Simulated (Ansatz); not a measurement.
# 1T-TiTe2 monolayer in a perpendicular field, part 2 of 4

Wanted: the out-of-plane response of the 1T-TiTe2 monolayer. A positive field points along +c.

Ansatz 0.2.0; plane-wave DFT, PBE-D3(BJ), Ansatz PAW (the session's first sound run).

So far. Step 2 (Relaxation): The lattice constant a goes from 3.750 to 3.679 Å.

## Step 3: Single point, field 0

A sawtooth potential applies the field, turning back in the middle of the vacuum. With the dipole correction the typed value is the field outside the slab. The induced dipole is small, so the SCF threshold is tight.

The cell differs from the one that the last finished run ended in (c 31.152 → 21.524 Å).

input.yaml reads:

```yaml
crystal:
  lattice:
    - [3.6789107935, 0.0, 0.0]
    - [-1.8394553967, 3.1860302054, 0.0]
    - [0.0, 0.0, 21.5239617149]
  atoms:
    - { symbol: Te, position: [0.6666666667, 0.3333333333, 0.4181386363] }
    - { symbol: Ti, position: [0.0, 0.0, 0.5] }
    - { symbol: Te, position: [0.3333333333, 0.6666666667, 0.5818613637] }
kpoints:
  mp_grid: { grid: [12, 12, 1] }
  band_path:
    path: [[0, 0, 0], [0.5, 0, 0], [0.33333333, 0.33333333, 0], [0, 0, 0]]
    npoints: 16
hamiltonian:
  xc: pbe
  dispersion: d3bj
scf:
  occupations: { method: fermi_dirac, width: 0.05 }
  convergence: { dr2_threshold: 1.0e-10 }
efield:
  axis: 3
  dipole_correction: true
  ramp_position: 0.97
  ramp_width: 0.06
  amplitude: 0
output:
  dos: { projected: true, e_range: [-6, 5] }
  bader: true
  write_potential: true
  write_density: true
  volumetric_format: npy
  elf: true
```

On the command line:

```bash
> ansatz run input.yaml --threads 4 --pin off --max-ram 6144MiB --backend cpu --events-out ev --progress --plain --runs-dir out
```

Numbers of over 12 decimals in the logs are rounded to 6 here.

Log:

```text
[...]
Crystal: 3 atoms, lattice volume = 252.285 Å³
Basis set: ecut = 420 eV, 4931 PW (Γ)
Bands: 27, of which v1, the nominal top of the filled ones, is band 22 counted from 1 (21 counted from 0)
Symmetry: 6 space group operations
k-points: 19 of 144 (time reversal used)
[...]
SCF iter   1: F=—  HF=-16462.725990 eV  |F-HF|=—  |Δ(HF+E_count)|=         —  Δρ=2.22e-3  dr2=3.17e-2  ethr=1.77e-3  p=0.000 e·Å  D=1.37e-15 V/Å  ΔV_dip=-0.00 eV  dr2_dipole=5.09e-8  V_vac-E_F(+/−)=4.72/4.72 eV  ⟨swp⟩=8.9  Hψ=2620  notcnv=0
efield: sawtooth ramp at fractional position 0.9700 (set: `efield.ramp_position`, or a place that a band, a saddle search or an elastic batch's reference lends), width 0.0600; the density the first Hamiltonian is built on has a dipole p = 0.000 e·Å; the dipole correction subtracts the counter field D = 1.37e-15 V/Å, which shifts the + side's vacuum level by -0.00 eV against the − side's; the planar-averaged density in the ramp window peaks in size at 8.3e-6 e/Å³
[...]
SCF iter   2: F=—  HF=-16462.731254 eV  |F-HF|=—  |Δ(HF+E_count)|=   5.26e-3  Δρ=2.87e-3  dr2=6.84e-2  ethr=7.21e-5  p=-0.000 e·Å  D=-6.45e-5 V/Å  ΔV_dip=0.00 eV  dr2_dipole=3.03e-7  V_vac-E_F(+/−)=4.89/4.89 eV  ⟨swp⟩=3.9  Hψ=1259  notcnv=0
[...]
SCF iter   9: F=-16462.724800 eV  HF=-16462.724800 eV  |F-HF|=3.27e-11  |Δ(HF+E_count)|=   3.20e-9  Δρ=1.10e-7  dr2=7.73e-11  ethr=1.00e-12  p=0.000 e·Å  D=5.81e-7 V/Å  ΔV_dip=-0.00 eV  dr2_dipole=2.10e-11  V_vac-E_F(+/−)=4.77/4.77 eV  ⟨swp⟩=3.9  Hψ=1410  notcnv=0
SCF 1 converged in 9 iterations: F = -16462.724800 eV  dr2 = 7.73e-11
[...]
NSCF: frozen V_eff on 49 k-points
efield: sawtooth ramp at fractional position 0.9700 (kept from the solve that this one continues, or follows in the run), width 0.0600; the density the first Hamiltonian is built on has a dipole p = 0.000 e·Å; the dipole correction subtracts the counter field D = 5.81e-7 V/Å, which shifts the + side's vacuum level by -0.00 eV against the − side's; the planar-averaged density in the ramp window peaks in size at 5.4e-6 e/Å³
WARN: The output density's exchange-correlation potential varies sharply where the density is thin. Do not read a vacuum level from v_tot or v_xc, or from such a field of the output density. On a cell that repeats whose density bears no net charge and no dipole along the vacuum's axis use v_es (v_loc + v_h of the components); under efield.dipole_correction with no amplitude use v_es + v_field, which holds any externa [...]
SCF converged after 9 iterations
Free energy (F): -16462.724800 eV
[...]
Internal energy: -16462.714283 eV  (E = F + TS)
E sigma→0 (E₀):  -16462.719541 eV
Entropy (-TS):   -0.010517 eV (-3.506 meV/atom)
Fermi energy:    0.004815 eV
Dipole field:    D = -0.000005 V/Å  (p = -0.000007 e·Å, saw-weighted, corrected)
Work function:   Φ+ = 4.7684 eV   Φ− = 4.7683 eV
Levels:          The Fermi level and band energies are counted from a zero that moves with the ramp; work functions are not
[...]
--- Band table (eV; the first three rows and the last of 19) ---
  k-point 0: bands = [... 18 lower, -1.3441, -1.3441, 0.4446, 0.5028, 0.5028, 1.3658, 1.3658, 3.5392, ... 1 higher]
  k-point 1: bands = [... 18 lower, -1.3337, -1.1459, 0.0363, 0.2896, 0.4448, 1.2884, 1.4955, 3.0541, ... 1 higher]
  k-point 2: bands = [... 18 lower, -1.3261, -1.1945, -0.9412, -0.0765, 0.3579, 1.2962, 1.6166, 2.4113, ... 1 higher]
  k-point 18: bands = [... 18 lower, -3.7463, -2.8530, -1.9979, -1.9979, 1.2326, 1.2734, 1.2734, 2.5399, ... 1 higher]
--- Bader charges: 3 sites ---
  site symbol  charge [e]  shift [e]
     0     Te     -0.6784     0.0014
     1     Ti      1.3569     0.0028
     2     Te     -0.6784     0.0014
  estimated error of the sums over rays = 5.6e-4 e
```

The job ended after 20 s (4 threads of Arm Neoverse N1, shared host; peak memory 0.58 GiB; 76 s of CPU time).

Reading the cycles: dr2 is the Hartree energy of the density residual (eV), the measure of convergence; HF is the Harris–Foulkes estimate of the energy, which meets the free energy F at convergence.

This step gave:

| Quantity | Value |
| --- | --- |
| energy at zero smearing | -16462.7195 eV |
| work function, upper face | 4.768 eV |
| dipole along the normal | -6.84e-6 e·Å |

Running mean over a fixed 2.5 Å (it still follows the layers) of the planar mean; the ramp of the sawtooth is left out. Electron's electrostatic potential energy less the Fermi level against z:

| z (Å) | electron's electrostatic potential energy less the Fermi level (eV) |
| --- | --- |
| 2.99 | 4.77 |
| 3.44 | 4.77 |
| 3.89 | 4.77 |
| 4.19 | 4.77 |
| 4.63 | 4.77 |
| 5.08 | 4.76 |
| 5.53 | 4.75 |
| 5.98 | 4.71 |
| 6.28 | 4.63 |
| 6.73 | 4.27 |
| 7.17 | 3.19 |
| 7.62 | 2.15 |
| 8.07 | 1.31 |
| 8.52 | -0.137 |
| 8.82 | -1.10 |
| 9.27 | -2.61 |
| 9.72 | -3.71 |
| 10.16 | -4.53 |
| 10.61 | -5.26 |
| 10.91 | -5.26 |
| 11.36 | -4.53 |
| 11.81 | -3.71 |
| 12.26 | -2.61 |
| 12.71 | -1.10 |
| 13.00 | -0.137 |
| 13.45 | 1.31 |
| 13.90 | 2.15 |
| 14.35 | 3.19 |
| 14.80 | 4.27 |
| 15.25 | 4.63 |
| 15.55 | 4.71 |
| 15.99 | 4.75 |
| 16.44 | 4.76 |
| 16.89 | 4.77 |
| 17.34 | 4.77 |
| 17.64 | 4.77 |
| 18.09 | 4.77 |
| 18.53 | 4.77 |

The density of states has structure finer than the step of the table below, so its rows give means over 0.2 eV, whole bins alone (the curve runs from -6 to 1.99 eV). Peaks (eV: height): -3.85: 5.17, -1.92: 6.42, -1.34: 13.1, 0.45: 8.61, 0.97: 4.85, 1.31: 17.6, 1.58: 14.6.

The density of states by energy, zero at the Fermi level; means over each step:

energy (eV), density of states (states/eV a cell) and a bar:
```
     -5.2        0.0 
     -5.0        0.1 
     -4.8        0.9 ###
     -4.6        0.9 ###
     -4.4        1.4 #####
     -4.2        2.3 ########
     -4.0        3.2 ###########
     -3.8        3.9 ##############
     -3.6        2.8 ##########
     -3.4        1.3 #####
     -3.2        0.9 ###
     -3.0        1.2 ####
     -2.8        3.6 #############
     -2.6        3.1 ###########
     -2.4        2.7 #########
     -2.2        2.5 #########
     -2.0        4.5 ################
     -1.8        5.1 ##################
     -1.6        4.2 ###############
     -1.4        4.9 ##################
     -1.2        3.5 ############
     -1.0        1.9 #######
     -0.8        1.5 #####
     -0.6        1.4 #####
     -0.4        0.9 ###
     -0.2        0.8 ###
      0.0        1.4 #####
      0.2        2.0 #######
      0.4        3.9 ##############
      0.6        1.6 ######
      0.8        1.2 ####
      1.0        1.1 ####
      1.2        4.4 ###############
      1.4        6.7 ########################
      1.6        8.4 ##############################
      1.8        0.0
```

Projected DOS per atom over height of the atomic layer and energy from the Fermi level. Layers: Te Ti Te from below.

Values in states/eV, 22 rows by 3 columns, each cell a mean:
```
0.0 0.4 0.0
1.0 6.9 1.0
0.2 1.6 0.2
0.1 1.1 0.1
0.2 2.4 0.2
0.2 1.0 0.2
0.2 0.4 0.2
0.5 0.4 0.5
1.0 0.5 1.0
1.3 1.4 1.3
1.7 1.3 1.7
1.0 0.8 1.0
1.1 0.8 1.1
0.9 0.6 0.9
0.4 0.2 0.4
1.2 0.6 1.2
1.4 0.5 1.4
0.6 0.4 0.6
0.3 0.2 0.3
0.0 0.0 0.0
0.0 0.0 0.0
0.0 0.0 0.0
```
Columns: height of the atomic layer (Å) from 9 to 12.5; rows upwards: energy from the Fermi level (eV) from -5.96 to 1.96.

Electronic bands along the path, in eV, zero at the Fermi level:

```csv
point,band 19,band 20,band 21,band 22,band 23,band 24,band 25,band 26
Γ,-1.35,-1.35,0.44,0.50,0.50,1.36,1.36,3.53
halfway,-2.40,-1.39,-1.16,-0.36,0.15,1.36,1.56,2.31
M,-2.39,-1.84,-1.71,-0.53,-0.19,1.35,1.68,3.06
halfway,-2.49,-2.24,-1.95,-1.89,0.63,1.40,1.55,2.34
K,-3.75,-2.86,-2.00,-2.00,1.23,1.27,1.27,2.54
halfway,-2.69,-1.58,-1.55,-0.96,0.59,1.16,1.57,2.22
Γ,-1.35,-1.35,0.44,0.50,0.50,1.36,1.36,3.53
```

Electrostatic potential energy in the ca plane at fractional y = 0.000, with atoms of Ti within 0.2 Å of it. With pseudopotentials it is smooth inside the atoms' cores, unlike the true potential.

Values in eV, 6 rows by 16 columns, each cell a mean:
```
  5   5   5   5   5   5   4   1 -20 -23  -1   4   4   5   5   5
  5   5   5   5   5   4   2  -1  -6  -8  -1   1   4   5   5   5
  5   5   5   5   5   4  -1  -8   0   1  -6  -3   4   5   5   5
  5   5   5   5   5   4   0  -6   0   0  -5  -2   4   5   5   5
  5   5   5   5   5   4   3   0 -11 -14  -1   2   4   5   5   5
  5   5   5   5   5   5   4   1 -21 -25  -1   4   5   5   5   5
```
Columns run along c (16.0 Å, from fractional 0.09 to 0.83 of the cell; values clipped at the 3rd and 97th percentile), rows up along a (3.7 Å). Atoms in or near the plane, at fractional coordinates: Ti at (0.50, 0.00).

Valence density in the ca plane at fractional y = 0.000, with atoms of Ti within 0.2 Å of it. It is the smooth field of the valence electrons, not physical close to the nuclei.

Values in units of 1e0 e/Å³, 6 rows by 16 columns, each cell a mean:
```
0.0 0.0 0.0 0.0 0.0 0.0 0.1 0.1 2.6 3.9 0.2 0.1 0.0 0.0 0.0 0.0
0.0 0.0 0.0 0.0 0.0 0.0 0.1 0.3 0.3 0.4 0.3 0.2 0.0 0.0 0.0 0.0
0.0 0.0 0.0 0.0 0.0 0.0 0.2 0.4 0.2 0.2 0.4 0.3 0.0 0.0 0.0 0.0
0.0 0.0 0.0 0.0 0.0 0.0 0.2 0.4 0.2 0.2 0.3 0.2 0.0 0.0 0.0 0.0
0.0 0.0 0.0 0.0 0.0 0.0 0.1 0.2 0.6 0.9 0.2 0.1 0.0 0.0 0.0 0.0
0.0 0.0 0.0 0.0 0.0 0.0 0.0 0.1 3.5 5.3 0.2 0.1 0.0 0.0 0.0 0.0
```
Columns run along c (16.0 Å, from fractional 0.09 to 0.83 of the cell), rows up along a (3.7 Å). Atoms in or near the plane, at fractional coordinates: Ti at (0.50, 0.00).

ELF in the ca plane at fractional y = 0.000, with atoms of Ti within 0.2 Å of it. It is the smooth field of the valence electrons, not physical close to the nuclei.

Values, 6 rows by 16 columns, each cell a mean:
```
0.00 0.00 0.00 0.00 0.00 0.02 0.12 0.24 0.38 0.44 0.21 0.16 0.03 0.00 0.00 0.00
0.00 0.00 0.00 0.00 0.01 0.14 0.46 0.57 0.28 0.22 0.55 0.50 0.20 0.02 0.00 0.00
0.00 0.00 0.00 0.00 0.03 0.35 0.66 0.56 0.48 0.40 0.58 0.64 0.45 0.06 0.00 0.00
0.00 0.00 0.00 0.00 0.03 0.30 0.63 0.58 0.42 0.33 0.59 0.63 0.39 0.05 0.00 0.00
0.00 0.00 0.00 0.00 0.01 0.08 0.33 0.49 0.29 0.29 0.46 0.39 0.12 0.01 0.00 0.00
0.00 0.00 0.00 0.00 0.00 0.01 0.08 0.16 0.36 0.39 0.14 0.11 0.02 0.00 0.00 0.00
```
Columns run along c (16.0 Å, from fractional 0.09 to 0.83 of the cell), rows up along a (3.7 Å). Atoms in or near the plane, at fractional coordinates: Ti at (0.50, 0.00).

The work function of the upper face is 4.77 eV.

## Step 4: Single point, field 0.1 V/Å

Edit input.yaml of step 3 so:

```diff
@@ -25,6 +25,4 @@
   ramp_width: 0.06
-  amplitude: 0
+  amplitude: 0.1
 output:
-  dos: { projected: true, e_range: [-6, 5] }
-  bader: true
   write_potential: true
@@ -32,2 +30 @@
   volumetric_format: npy
-  elf: true
```

Log:

```text
[...]
Crystal: 3 atoms, lattice volume = 252.285 Å³
Basis set: ecut = 420 eV, 4931 PW (Γ)
Bands: 27, of which v1, the nominal top of the filled ones, is band 22 counted from 1 (21 counted from 0)
Symmetry: 6 space group operations
k-points: 19 of 144 (time reversal used)
[...]
k-point 0: bands = [... 18 lower, -1.3446, -1.3446, 0.4441, 0.5023, 0.5023, 1.3653, 1.3653, 3.5386, ... 1 higher]
  k-point 1: bands = [... 18 lower, -1.3343, -1.1465, 0.0358, 0.2890, 0.4443, 1.2877, 1.4949, 3.0533, ... 1 higher]
  k-point 2: bands = [... 18 lower, -1.3267, -1.1951, -0.9417, -0.0770, 0.3574, 1.2955, 1.6160, 2.4106, ... 1 higher]
  k-point 18: bands = [... 18 lower, -3.7419, -2.8535, -2.0083, -1.9886, 1.2321, 1.2720, 1.2738, 2.5382, ... 1 higher]
[key lines of the parts left out:]
SCF converged after 11 iterations
Free energy (F): -16462.726806 eV
Fermi energy:    0.004293 eV
Dipole field:    D = 0.028783 V/Å  (p = 0.040130 e·Å, saw-weighted, corrected)
```

Run time: 13 s. Hardware: 4 threads; peak memory 0.54 GiB; 48 s of CPU time.

The dipole is 0.0401 e·Å.

## Step 5: Atoms held, field -0.1 V/Å

Edit input.yaml of step 4 so:

```diff
@@ -25,3 +25,3 @@
   ramp_width: 0.06
-  amplitude: 0.1
+  amplitude: -0.1
 output:
```

Log:

```text
[...]
Crystal: 3 atoms, lattice volume = 252.285 Å³
Basis set: ecut = 420 eV, 4931 PW (Γ)
Bands: 27, of which v1, the nominal top of the filled ones, is band 22 counted from 1 (21 counted from 0)
Symmetry: 6 space group operations
k-points: 19 of 144 (time reversal used)
[...]
k-point 0: bands = [... 18 lower, -1.3446, -1.3446, 0.4441, 0.5023, 0.5023, 1.3653, 1.3653, 3.5386, ... 1 higher]
  k-point 1: bands = [... 18 lower, -1.3343, -1.1465, 0.0358, 0.2890, 0.4443, 1.2877, 1.4949, 3.0533, ... 1 higher]
  k-point 2: bands = [... 18 lower, -1.3267, -1.1951, -0.9417, -0.0770, 0.3574, 1.2955, 1.6160, 2.4106, ... 1 higher]
  k-point 18: bands = [... 18 lower, -3.7419, -2.8535, -2.0083, -1.9886, 1.2321, 1.2720, 1.2738, 2.5382, ... 1 higher]
[key lines of the parts left out:]
SCF converged after 11 iterations
Free energy (F): -16462.726806 eV
Fermi energy:    0.004293 eV
Dipole field:    D = -0.028783 V/Å  (p = -0.040130 e·Å, saw-weighted, corrected)
```

It took 13 s on 4 threads; peak memory 0.55 GiB; 48 s of CPU time.

The dipole is -0.0401 e·Å.

## Step 6: Atoms held, field 0.2 V/Å

Edit input.yaml of step 5 so:

```diff
@@ -25,3 +25,3 @@
   ramp_width: 0.06
-  amplitude: -0.1
+  amplitude: 0.2
 output:
```

Log:

```text
[...]
Crystal: 3 atoms, lattice volume = 252.285 Å³
Basis set: ecut = 420 eV, 4931 PW (Γ)
Bands: 27, of which v1, the nominal top of the filled ones, is band 22 counted from 1 (21 counted from 0)
Symmetry: 6 space group operations
k-points: 19 of 144 (time reversal used)
[...]
k-point 0: bands = [... 18 lower, -1.3463, -1.3463, 0.4424, 0.5007, 0.5007, 1.3636, 1.3636, 3.5371, ... 1 higher]
  k-point 1: bands = [... 18 lower, -1.3359, -1.1483, 0.0342, 0.2874, 0.4427, 1.2859, 1.4933, 3.0507, ... 1 higher]
  k-point 2: bands = [... 18 lower, -1.3283, -1.1969, -0.9434, -0.0786, 0.3558, 1.2935, 1.6144, 2.4082, ... 1 higher]
  k-point 18: bands = [... 18 lower, -3.7385, -2.8549, -2.0198, -1.9803, 1.2305, 1.2694, 1.2731, 2.5353, ... 1 higher]
[key lines of the parts left out:]
SCF converged after 11 iterations
Free energy (F): -16462.732826 eV
Fermi energy:    0.002720 eV
Dipole field:    D = 0.057574 V/Å  (p = 0.080271 e·Å, saw-weighted, corrected)
```

Wall time 13 s (4 threads); peak memory 0.54 GiB; 49 s of CPU time.

The dipole is 0.0803 e·Å.

## Step 7: Single point, field -0.2 V/Å

Edit input.yaml of step 6 so:

```diff
@@ -25,3 +25,3 @@
   ramp_width: 0.06
-  amplitude: 0.2
+  amplitude: -0.2
 output:
```

Log:

```text
[...]
Crystal: 3 atoms, lattice volume = 252.285 Å³
Basis set: ecut = 420 eV, 4931 PW (Γ)
Bands: 27, of which v1, the nominal top of the filled ones, is band 22 counted from 1 (21 counted from 0)
Symmetry: 6 space group operations
k-points: 19 of 144 (time reversal used)
[...]
k-point 0: bands = [... 18 lower, -1.3463, -1.3463, 0.4424, 0.5007, 0.5007, 1.3636, 1.3636, 3.5371, ... 1 higher]
  k-point 1: bands = [... 18 lower, -1.3359, -1.1483, 0.0342, 0.2874, 0.4427, 1.2859, 1.4933, 3.0507, ... 1 higher]
  k-point 2: bands = [... 18 lower, -1.3283, -1.1969, -0.9434, -0.0786, 0.3558, 1.2935, 1.6144, 2.4082, ... 1 higher]
  k-point 18: bands = [... 18 lower, -3.7385, -2.8549, -2.0198, -1.9803, 1.2305, 1.2694, 1.2731, 2.5353, ... 1 higher]
[key lines of the parts left out:]
SCF converged after 11 iterations
Free energy (F): -16462.732826 eV
Fermi energy:    0.002720 eV
Dipole field:    D = -0.057574 V/Å  (p = -0.080271 e·Å, saw-weighted, corrected)
```

Elapsed: 13 s, on 4 threads; peak memory 0.54 GiB.

The dipole is -0.0803 e·Å.

## Step 8: Atoms held, field 0.35 V/Å

Edit input.yaml of step 7 so:

```diff
@@ -25,4 +25,6 @@
   ramp_width: 0.06
-  amplitude: -0.2
+  amplitude: 0.35
 output:
+  dos: { projected: true, e_range: [-6, 5] }
+  bader: true
   write_potential: true
@@ -30 +32,2 @@
   volumetric_format: npy
+  elf: true
```

Log:

```text
[...]
Crystal: 3 atoms, lattice volume = 252.285 Å³
Basis set: ecut = 420 eV, 4931 PW (Γ)
Bands: 27, of which v1, the nominal top of the filled ones, is band 22 counted from 1 (21 counted from 0)
Symmetry: 6 space group operations
k-points: 19 of 144 (time reversal used)
[...]
k-point 2: bands = [... 18 lower, -1.3328, -1.2017, -0.9480, -0.0830, 0.3515, 1.2879, 1.6099, 2.4015, ... 1 higher]
  k-point 18: bands = [... 18 lower, -3.7356, -2.8590, -2.0390, -1.9699, 1.2261, 1.2636, 1.2699, 2.5290, ... 1 higher]
--- Bader charges: 3 sites ---
  site symbol  charge [e]  shift [e]
     0     Te     -0.6978     0.0014
     1     Ti      1.3568     0.0028
     2     Te     -0.6589     0.0014
  estimated error of the sums over rays = 5.9e-4 e
[key lines of the parts left out:]
SCF converged after 11 iterations
Free energy (F): -16462.749387 eV
Fermi energy:    -0.001634 eV
Dipole field:    D = 0.100811 V/Å  (p = 0.140552 e·Å, saw-weighted, corrected)
```

Elapsed: 22 s, on 4 threads; peak memory 0.56 GiB.

The dipole is 0.141 e·Å.

(Part 2 of 4 ends here.)

[Logs are printed without paths, hosts, clocks, repeated set-up lines and the standing remarks that a program may print on its own settings, such as how far it seeks lower states.]

[Hosts, paths, dates, database ids (printed as entryN), source tags and the programs' standing remarks are cut or masked in the printed files.]

[Maps of the electrostatic potential energy from Ansatz leave out the sawtooth potential of an applied field or a dipole correction, so their vacuum need not be flat; planar profiles and work functions include it.]

[The density of states shown here was stored with 400 of the rows of the run's finer table, so its peaks can read low, often by over a quarter, or be missed, and its means over a window can be off by a tenth or more.]
